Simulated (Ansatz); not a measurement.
# A low-energy model for ThBr4 (I4_1/amd): bands, U and J, part 2 of 3

How strongly is the local Coulomb interaction screened in ThBr4 (I4_1/amd)?

Ansatz 0.2.0; non-magnetic LDA, then constrained RPA, plane waves, PAW.

So far. Step 2 (LDA bands and orbital weights): The gap is direct, at Γ.

## 3. Constrained RPA: Th f, bands c1 to c14, 2×2×2 mesh, medium accuracy

Constrained RPA screens the interaction with every transition except those inside the target bands, which a later many-body model would treat itself.

This step: constrained RPA on LDA, plane waves, PAW.

File input.yaml:

```yaml
crystal:
  lattice:
    - [-4.4655, 4.4655, 3.9815]
    - [4.4655, -4.4655, 3.9815]
    - [4.4655, 4.4655, -3.9815]
  atoms:
    - { symbol: Th, position: [0.0, 0.0, 0.0] }
    - { symbol: Th, position: [0.75, 0.25, 0.5] }
    - { symbol: Br, position: [0.232, 0.921, 0.311] }
    - { symbol: Br, position: [0.671, 0.86, 0.189] }
    - { symbol: Br, position: [0.61, 0.921, 0.689] }
    - { symbol: Br, position: [0.671, 0.482, 0.811] }
    - { symbol: Br, position: [0.518, 0.329, 0.189] }
    - { symbol: Br, position: [0.079, 0.768, 0.689] }
    - { symbol: Br, position: [0.14, 0.329, 0.811] }
    - { symbol: Br, position: [0.079, 0.39, 0.311] }
kpoints:
  mp_grid: { grid: [4, 4, 4] }
hamiltonian:
  xc: lda
scf:
  occupations: { method: gaussian, width: 0.08 }
  n_extra_bands: 28
  max_iter: 150
  lower_state_search: "off"
output:
  crpa:
    kmesh: [2, 2, 2]
    target_bands: [c1, c14]
    projections: [{ species: Th, l: f, shell: 5 }]
  local_orbitals:
    kmesh: [4, 4, 4]
    orbitals: [{ species: Th, l: f, shell: 5 }]
    window: { bands: [c1, c14] }
    seedname: lo
```

On the command line:

```bash
$ ansatz run input.yaml --threads 8 --pin off --max-ram 18432MiB --backend cpu --events-out ev --progress --plain --runs-dir out
```

Numbers of over 12 decimals in the logs are rounded to 6 here.

The program printed:

```text
[...]
Crystal: 10 atoms, lattice volume = 317.575 Å³
Basis set: ecut = 420 eV, 6209 PW (Γ)
Bands: 68, of which v1, the nominal top of the filled ones, is band 40 counted from 1 (39 counted from 0)
Symmetry: 16 space group operations
[...]
k-points: 13 of 64
[...]
SCF iter   1: F=—  HF=-47312.656145 eV  |F-HF|=—  |Δ(HF+E_count)|=         —  Δρ=5.00e-3  dr2=3.56e-2  ethr=1.77e-3  ⟨swp⟩=7.0  Hψ=4210  notcnv=0  defer=23
[...]
SCF iter   7: F=-47312.662983 eV  HF=-47312.662983 eV  |F-HF|=8.68e-9  |Δ(HF+E_count)|=   3.22e-7  Δρ=2.49e-6  dr2=3.87e-8  ethr=1.25e-10  ⟨swp⟩=10.7  Hψ=3934  notcnv=0
SCF 1 converged in 7 iterations: F = -47312.662983 eV  dr2 = 3.87e-8
[...]
NSCF: frozen V_eff on 17 k-points
[...]
cRPA screening: q 1/8
cRPA screening: q 2/8
cRPA screening: q 4/8 (q-point 3)
cRPA screening: q 6/8 (q-point 4)
cRPA screening: q 7/8 (q-point 5)
cRPA screening: q 8/8
SCF converged after 7 iterations
Free energy (F): -47312.662983 eV
[...]
Internal energy: -47312.662983 eV  (E = F + TS)
E sigma→0 (E₀):  -47312.662983 eV
Fermi energy:    5.742620 eV
[...]
--- Band table (eV; the first three rows and the last of 13) ---
  k-point 0: bands = [... 36 lower, 3.8636, 3.8636, 3.9870, 4.3115, 7.1737, 7.2706, 7.2875, 7.4764, ... 24 higher]
  k-point 1: bands = [... 36 lower, 3.4310, 3.7284, 3.7862, 4.1850, 7.1919, 7.3052, 7.3165, 7.3864, ... 24 higher]
  k-point 2: bands = [... 36 lower, 3.4191, 3.4191, 3.8983, 3.8983, 7.2837, 7.2837, 7.3651, 7.3651, ... 24 higher]
  k-point 12: bands = [... 36 lower, 3.3542, 3.3542, 3.9393, 3.9393, 7.2838, 7.2838, 7.3145, 7.3145, ... 24 higher]
--- cRPA (band scheme, projected local orbitals): target bands 41..54 (1-based), 14 Wannier function(s), 2×2×2 mesh, 108 bands' worth read of 113 solved, ecut_chi 136.0 eV, v(q+G=0) probe_charge, pair densities all_electron ---
  χ-basis size per q: N_G = 1119..1176
  window electrons = 0.0000, filled by tetrahedron_uncorrected; constrained ε̄⁻¹(q = 0, 0) head = 0.217474; min gauge Gram eig = 0.4816
  Kanamori averages over each shell's own Wannier functions (sites counted from 0, functions from 1):
  Each shell's averages of U are screened by what lies outside the whole window alone: parameters of one model of all the shells.
    Site 0, 5F, 7 of 7 f orbitals (Wannier functions 1, 2, 3, 4, 5, 6, 7; wannier90's mr 1, 2, 3, 4, 5, 6, 7):
      screened: U = 3.6478 eV, U' = 3.0655 eV, J = 0.2784 eV
      screened, to within: U = 5.3e-3 eV, U' = 5.3e-3 eV, J = 4.3e-4 eV
      bare: V = 13.7860 eV, V' = 12.9272 eV, J = 0.3966 eV
[...]
screened: U = 3.6478 eV, U' = 3.0655 eV, J = 0.2784 eV
      screened, to within: U = 5.3e-3 eV, U' = 5.3e-3 eV, J = 4.3e-4 eV
      bare: V = 13.7860 eV, V' = 12.9272 eV, J = 0.3966 eV
  Hermiticity witness max|P − P†| over intra, direct and exchange elements: 2.49e-14 eV (screened), 8.46e-17 eV (bare)
  Reality witness max|Im| over intra, direct and exchange elements: 2.37e-12 eV (screened), 1.25e-12 eV (bare)
```

Run time: 3.5 min. Hardware: 8 threads of Arm Neoverse V2, shared host; peak memory 3.1 GiB.

This step gave:

```yaml
u: 3.648 eV
u_prime_inter_orbital: 3.065 eV
j: 0.2784 eV
bare_v: 13.79 eV
bare_j: 0.3966 eV
stated_bound_on_u: 0.005239 eV
u_over_bare_v: 0.2646
electrons_in_the_window: 0
head_of_the_constrained_inverse_dielectric_matrix: 0.2175
least_eigenvalue_of_the_projection_s_overlap: 0.4816
target_functions: 14
bands_in_the_sums: 108
r_m_s_miss_of_the_model_bands: 0.002360 eV
width_of_the_target_bands: 0.7025 eV
weight_of_the_projected_orbitals_in_the_window: 0.8731
```

On the Th f shell, screening brings the on-site interaction from 13.8 eV down to U = 3.65 eV.

Kanamori averages over each shell's functions. Crpa shells, by row:

| site | element | shell | orbitals | U (eV) | U' (eV) | J (eV) | bare V (eV) | bare V' (eV) | bare J (eV) | bound on U (eV) |
| --- | --- | --- | --- | --- | --- | --- | --- | --- | --- | --- |
| 1 | Th | 5F | 7 | 3.648 | 3.065 | 0.2784 | 13.79 | 12.93 | 0.3966 | 0.005239 |
| 2 | Th | 5F | 7 | 3.648 | 3.065 | 0.2784 | 13.79 | 12.93 | 0.3966 | 0.005239 |

Density-density elements U_iijj, eV. U matrix, by row:

```
       orbital  Th1 fz3  Th1 fxz2  Th1 fyz2  Th1 fz(x2-y2)  Th1 fxyz  Th1 fx(x2-3y2)  Th1 fy(3x2-y2)  Th2 fz3  Th2 fxz2  Th2 fyz2  Th2 fz(x2-y2)  Th2 fxyz  Th2 fx(x2-3y2)  Th2 fy(3x2-y2)
       Th1 fz3    3.983     3.217     3.217          3.224     3.383           3.012           3.012    0.766     0.771     0.771          0.769     0.762           0.767           0.757
      Th1 fxz2    3.217      3.43     2.713          2.975     3.119           2.805           2.787    0.771     0.774     0.778          0.774     0.772           0.779           0.767
      Th1 fyz2    3.217     2.713      3.43          2.975     3.119           2.787           2.805    0.771     0.778     0.768           0.77     0.764           0.764           0.755
 Th1 fz(x2-y2)    3.224     2.975     2.975           3.47     3.274           3.077           3.077    0.769     0.774      0.77           0.77     0.764           0.767           0.757
      Th1 fxyz    3.383     3.119     3.119          3.274     3.895           3.229           3.229    0.762     0.772     0.764          0.764     0.759           0.764           0.752
Th1 fx(x2-3y2)    3.012     2.805     2.787          3.077     3.229           3.663            3.34    0.767     0.779     0.764          0.767     0.764           0.769           0.757
Th1 fy(3x2-y2)    3.012     2.787     2.805          3.077     3.229            3.34           3.663    0.757     0.767     0.755          0.757     0.752           0.757           0.744
       Th2 fz3    0.766     0.771     0.771          0.769     0.762           0.767           0.757    3.983     3.217     3.217          3.224     3.383           3.012           3.012
      Th2 fxz2    0.771     0.774     0.778          0.774     0.772           0.779           0.767    3.217      3.43     2.713          2.975     3.119           2.805           2.787
      Th2 fyz2    0.771     0.778     0.768           0.77     0.764           0.764           0.755    3.217     2.713      3.43          2.975     3.119           2.787           2.805
 Th2 fz(x2-y2)    0.769     0.774      0.77           0.77     0.764           0.767           0.757    3.224     2.975     2.975           3.47     3.274           3.077           3.077
      Th2 fxyz    0.762     0.772     0.764          0.764     0.759           0.764           0.752    3.383     3.119     3.119          3.274     3.895           3.229           3.229
Th2 fx(x2-3y2)    0.767     0.779     0.764          0.767     0.764           0.769           0.757    3.012     2.805     2.787          3.077     3.229           3.663            3.34
Th2 fy(3x2-y2)    0.757     0.767     0.755          0.757     0.752           0.757           0.744    3.012     2.787     2.805          3.077     3.229            3.34           3.663
```

Exchange elements U_ijji, eV. J matrix, by row:

```csv
orbital,Th1 fz3,Th1 fxz2,Th1 fyz2,Th1 fz(x2-y2),Th1 fxyz,Th1 fx(x2-3y2),Th1 fy(3x2-y2),Th2 fz3,Th2 fxz2,Th2 fyz2,Th2 fz(x2-y2),Th2 fxyz,Th2 fx(x2-3y2),Th2 fy(3x2-y2)
Th1 fz3,-,0.206,0.206,0.45,0.451,0.23,0.23,0.001,0.002,0.005,0.003,0.001,0.002,0.002
Th1 fxz2,0.206,-,0.245,0.312,0.271,0.259,0.236,0.002,0.005,0.005,0.003,0.005,0.007,0.006
Th1 fyz2,0.206,0.245,-,0.312,0.271,0.236,0.259,0.005,0.005,0.008,0.006,0.003,0.003,0.004
Th1 fz(x2-y2),0.45,0.312,0.312,-,0.2,0.339,0.339,0.003,0.003,0.006,0.005,0.002,0.002,0.003
Th1 fxyz,0.451,0.271,0.271,0.2,-,0.316,0.316,0.001,0.005,0.003,0.002,0.002,0.004,0.002
Th1 fx(x2-3y2),0.23,0.259,0.236,0.339,0.316,-,0.162,0.002,0.007,0.003,0.002,0.004,0.007,0.004
Th1 fy(3x2-y2),0.23,0.236,0.259,0.339,0.316,0.162,-,0.002,0.006,0.004,0.003,0.002,0.004,0.001
Th2 fz3,0.001,0.002,0.005,0.003,0.001,0.002,0.002,-,0.206,0.206,0.45,0.451,0.23,0.23
Th2 fxz2,0.002,0.005,0.005,0.003,0.005,0.007,0.006,0.206,-,0.245,0.312,0.271,0.259,0.236
Th2 fyz2,0.005,0.005,0.008,0.006,0.003,0.003,0.004,0.206,0.245,-,0.312,0.271,0.236,0.259
Th2 fz(x2-y2),0.003,0.003,0.006,0.005,0.002,0.002,0.003,0.45,0.312,0.312,-,0.2,0.339,0.339
Th2 fxyz,0.001,0.005,0.003,0.002,0.002,0.004,0.002,0.451,0.271,0.271,0.2,-,0.316,0.316
Th2 fx(x2-3y2),0.002,0.007,0.003,0.002,0.004,0.007,0.004,0.23,0.259,0.236,0.339,0.316,-,0.162
Th2 fy(3x2-y2),0.002,0.006,0.004,0.003,0.002,0.004,0.001,0.23,0.236,0.259,0.339,0.316,0.162,-
```

Projected local orbitals of the target window. The electronic bands at the labelled points (eV, zero at the Fermi level; # counts the bands kept):

```csv
point,#1,#2,#3,#4
Γ,1.43,1.53,1.54,1.73
halfway,1.45,1.56,1.57,1.64
X,1.54,1.54,1.62,1.62
halfway,1.55,1.55,1.62,1.62
M,1.54,1.54,1.57,1.57
halfway,1.49,1.56,1.58,1.64
Γ,1.43,1.53,1.54,1.73
halfway,1.50,1.53,1.59,1.61
Z,1.54,1.54,1.55,1.59
jump to Z0,1.54,1.54,1.55,1.59
halfway,1.54,1.54,1.56,1.58
M,1.54,1.54,1.57,1.57
jump to X,1.54,1.54,1.62,1.62
halfway,1.56,1.56,1.62,1.62
P,1.57,1.57,1.60,1.60
halfway,1.53,1.55,1.60,1.60
N,1.52,1.53,1.56,1.60
halfway,1.48,1.54,1.55,1.64
Γ,1.43,1.53,1.54,1.73
```

The same for Kohn-Sham, solved directly:

```
point    #1    #2    #3    #4
    Γ  1.43  1.53  1.54  1.73
    X  1.54  1.54  1.62  1.62
    M  1.54  1.54  1.57  1.57
    Γ  1.43  1.53  1.54  1.73
    Z  1.54  1.54  1.55  1.59
   Z0  1.54  1.54  1.55  1.59
    M  1.54  1.54  1.57  1.57
    X  1.54  1.54  1.62  1.62
    P  1.57  1.57  1.60  1.60
    N  1.52  1.53  1.56  1.60
    Γ  1.43  1.53  1.54  1.73
```

Onsite levels, by row:

```csv
orbital,level less Fermi level (eV)
Th1 fz3,1.718
Th1 fxz2,1.755
Th1 fyz2,1.755
Th1 fz(x2-y2),1.754
Th1 fxyz,1.73
Th1 fx(x2-3y2),1.877
Th1 fy(3x2-y2),1.877
Th2 fz3,1.718
Th2 fxz2,1.755
Th2 fyz2,1.755
Th2 fz(x2-y2),1.754
Th2 fxyz,1.73
Th2 fx(x2-3y2),1.877
Th2 fy(3x2-y2),1.877
```

Largest distinct elements between sites. Hoppings, by row:

```
          from              to      cell  distance (Å)   t (eV)
      Th1 fyz2        Th2 fyz2    -1 0 0         4.889  -0.0578
      Th1 fyz2        Th2 fyz2     0 0 0         4.889   0.0507
Th2 fx(x2-3y2)        Th1 fxz2     1 0 1         4.889  -0.0496
      Th1 fxyz        Th2 fxyz     0 0 0         4.889  -0.0492
Th2 fy(3x2-y2)   Th1 fz(x2-y2)     1 0 1         4.889   0.0437
       Th2 fz3         Th1 fz3     1 0 1         4.889   0.0425
Th1 fy(3x2-y2)  Th2 fy(3x2-y2)    -1 0 0         4.889   0.0389
Th2 fy(3x2-y2)        Th1 fyz2     1 0 1         4.889  -0.0378
       Th1 fz3  Th2 fy(3x2-y2)   -1 0 -1         4.889   0.0349
 Th1 fz(x2-y2)         Th2 fz3   -1 0 -1         4.889   0.0338
      Th2 fyz2         Th1 fz3     0 0 0         4.889   0.0287
      Th1 fyz2        Th1 fxz2  -1 -1 -1         7.466   0.0221
```

[end of part 2 of 3]

[Paths, hosts, dates, memory and timing lines, banners, echoed tables and standing remarks are left out of the program output.]

[Logs are printed without paths, hosts, clocks, repeated set-up lines and the standing remarks that a program may print on its own settings, such as how far it seeks lower states.]

[Runs of the session that timed out or met a known fault of the program may be left out.]

[Hosts, paths, dates, database ids (printed as entryN), source tags and the programs' standing remarks are cut or masked in the printed files.]
